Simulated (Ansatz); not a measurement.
# VGe2As4 monolayer in a perpendicular field, part 2 of 2

Wanted: the out-of-plane response of the VGe2As4 monolayer. A positive field points along +c.

Ansatz 0.2.0; plane-wave DFT, PBE-D3(BJ), Ansatz PAW.

So far. Step 2 (Relaxation): The lattice constant a goes from 3.730 to 3.659 Å.

### 3. Atoms held, field 0 (continued)

Electrostatic potential energy in the ca plane at fractional y = 0.667, with atoms of Ge and As within 0.2 Å of it. With pseudopotentials it is smooth inside the atoms' cores, unlike the true potential.

Ten even steps from '0' (-32 eV) to '9' (7 eV), each cell a mean:
```
99999999987788999999998777899999999887789999
99999999877789999999998767899999999887789999
99999999987788899999988778899999998887789999
99999999998876788987778888877789877778899999
99999999998742247864556888555468742247899999
99999999998510015747984786489647510016899999
99999999998500005748995686599847400005899999
99999999998610016746874787478657510016899999
99999999998753357874446888644578753357899999
99999999988887789988788888877899887788889999
```
Columns run along c (16.0 Å, from fractional 0.19 to 0.76 of the cell; values clipped at the 3rd and 97th percentile), rows up along a (3.7 Å). Atoms in or near the plane, at fractional coordinates: Ge at (0.36, 0.33), As at (0.45, 0.33), As at (0.55, 0.33), Ge at (0.64, 0.33).

The work function of the upper face is 4.99 eV.

### 4. Atoms held, field 0.1 V/Å

Input file input.yaml:

```yaml
crystal:
  lattice:
    - [3.6592588088, 0.0, 0.0]
    - [-1.8296294044, 3.1690110874, 0.0]
    - [0.0, 0.0, 28.0374360609]
  atoms:
    - { symbol: As, position: [0.0, 0.0, 0.3209993945] }
    - { symbol: Ge, position: [0.3333333333, 0.6666666667, 0.3632697917], spin: 0.01 }
    - { symbol: As, position: [0.3333333333, 0.6666666667, 0.4500385185], spin: -0.05 }
    - { symbol: V, position: [0.0, 0.0, 0.5], spin: 0.84 }
    - { symbol: As, position: [0.3333333333, 0.6666666667, 0.5499614815], spin: -0.05 }
    - { symbol: Ge, position: [0.3333333333, 0.6666666667, 0.6367302083], spin: 0.01 }
    - { symbol: As, position: [0.0, 0.0, 0.6790006055] }
magnetization:
  spin_polarized: true
kpoints:
  mp_grid: { grid: [12, 12, 1] }
  band_path:
    path: [[0, 0, 0], [0.5, 0, 0], [0.33333333, 0.33333333, 0], [0, 0, 0]]
    npoints: 16
hamiltonian:
  xc: pbe
  dispersion: d3bj
scf:
  occupations: { method: fermi_dirac, width: 0.02585 }
  convergence: { dr2_threshold: 1.0e-10 }
efield:
  axis: 3
  dipole_correction: true
  ramp_position: 0.97
  ramp_width: 0.06
  amplitude: 0.1
output:
  write_potential: true
  write_density: true
  volumetric_format: npy
```

The run is started by

```sh
ansatz run input.yaml --threads 4 --pin off --max-ram 6144MiB --backend cpu --events-out ev --progress --plain --runs-dir out
```

Wall time 36 s (4 threads of Intel Xeon Platinum 8488C (Sapphire Rapids), shared host); peak memory 1.5 GiB.

The dipole is 0.0788 e·Å.

### 5. Single point, field -0.1 V/Å

input.yaml, as its differences from that of step 4:

```diff
@@ -31,3 +31,3 @@
   ramp_width: 0.06
-  amplitude: 0.1
+  amplitude: -0.1
 output:
```

Wall time 36 s (4 threads); peak memory 1.5 GiB.

The dipole is -0.0788 e·Å.

### 6. Response, atoms held

This step: plane-wave DFT, PBE-D3(BJ), Ansatz PAW; response to a field along the normal, atoms held (Ansatz 0.2.0).

The dipoles give the slope, and the difference of two potentials shows where the field is screened.

Numbers from this step:

| Item | Value |
| --- | --- |
| equivalent conductor thickness p/(ε₀AE) | 12.29 Å |
| distance between the outer atoms | 10.04 Å |

Table of dipole of the cell by applied field:

```
applied field (V/Å)  dipole of the cell (e·Å)
            -0.1000                   -0.0788
             0.0000                    2.7e-7
             0.1000                    0.0788
```

The total moment stays at 0.967 μB for applied field from -0.1 to 0.1 V/Å.

Local field over the applied field, running mean. From the potentials at -0.1 and 0.1 V/Å; running mean over 2.5 Å. Table of local field over applied field by z:

```
z (Å)  local field over applied field
    5                           0.993
    6                           0.952
    7                           0.762
    8                           0.419
    9                           0.110
   10                          0.0275
   11                          0.0380
   12                          0.0375
   13                          0.0273
   14                          0.0118
   15                          0.0271
   16                          0.0363
   17                          0.0393
   18                          0.0269
   19                           0.102
   20                           0.406
   21                           0.751
   22                           0.948
   23                           0.993
```

Electrons, planar mean, per unit field. Table of induced electron density by z:

```
z (Å)  induced electron density (e/Å³ per V/Å)
  4.5                                   1.0e-5
  5.0                                   3.0e-5
  5.5                                   8.7e-5
  6.0                                   2.4e-4
  6.5                                   6.1e-4
  7.0                                  0.00141
  7.5                                  0.00276
  8.0                                  0.00341
  8.5                                  0.00148
  9.0                                   7.8e-4
  9.5                                   7.1e-4
 10.0                                  -5.1e-4
 10.5                                  -8.7e-4
 11.0                                   3.5e-4
 11.5                                   1.2e-4
 12.0                                  -2.3e-4
 12.5                                   6.2e-4
 13.0                                   2.5e-4
 13.5                                  -6.5e-4
 14.0                                  -3.5e-5
 14.5                                   6.6e-4
 15.0                                  -1.7e-4
 15.5                                  -6.4e-4
 16.0                                   1.7e-4
 16.5                                  -6.7e-5
 17.0                                  -3.8e-4
 17.5                                   7.8e-4
 18.0                                   6.1e-4
 18.5                                  -6.6e-4
 19.0                                  -7.6e-4
 19.5                                 -0.00135
 20.0                                 -0.00338
 20.5                                 -0.00286
 21.0                                 -0.00150
 21.5                                  -6.5e-4
 22.0                                  -2.6e-4
 22.5                                  -9.3e-5
 23.0                                  -3.3e-5
 23.5                                  -1.1e-5
```

By hand: between -0.1 and 0.1 V/Å the dipole changes by 0.1576 e·Å, a slope of 0.7878 e·Å²/V. A perfect conductor of thickness t has p = ε₀AEt, so t = 180.95 × 0.7878 / 11.596 = 12.29 Å (e/ε₀ = 180.95 V·Å, A in Å²).

The induced dipole is that of a conductor 12.29 Å thick.

### 7. Summary of results

```yaml
gap_without_field: none
work_function_upper_face: 4.99 eV
equivalent_conductor_thickness_atoms_held: 12.3 Å
```

What this shows: The induced dipole equals that of a perfect conductor 12.29 Å thick, while the outer atoms lie 10.04 Å apart. There is no gap over 0.03 eV, with or without the field. For an open d or f shell that can be the fault of a semilocal functional without a Hubbard term. The magnetic order is the one reached from the typed start; other orders were not compared. Spin-orbit coupling is left out. The outer anions sit over the metal atoms, one of several polytypes of such layers and not the lowest for every compound.

[Logs are printed without paths, hosts, clocks, repeated set-up lines and the standing remarks that a program may print on its own settings, such as how far it seeks lower states.]

[Hosts, paths, dates, database ids (printed as entryN), source tags and the programs' standing remarks are cut or masked in the printed files.]

[Maps of the electrostatic potential energy from Ansatz leave out the sawtooth potential of an applied field or a dipole correction, so their vacuum need not be flat; planar profiles and work functions include it.]
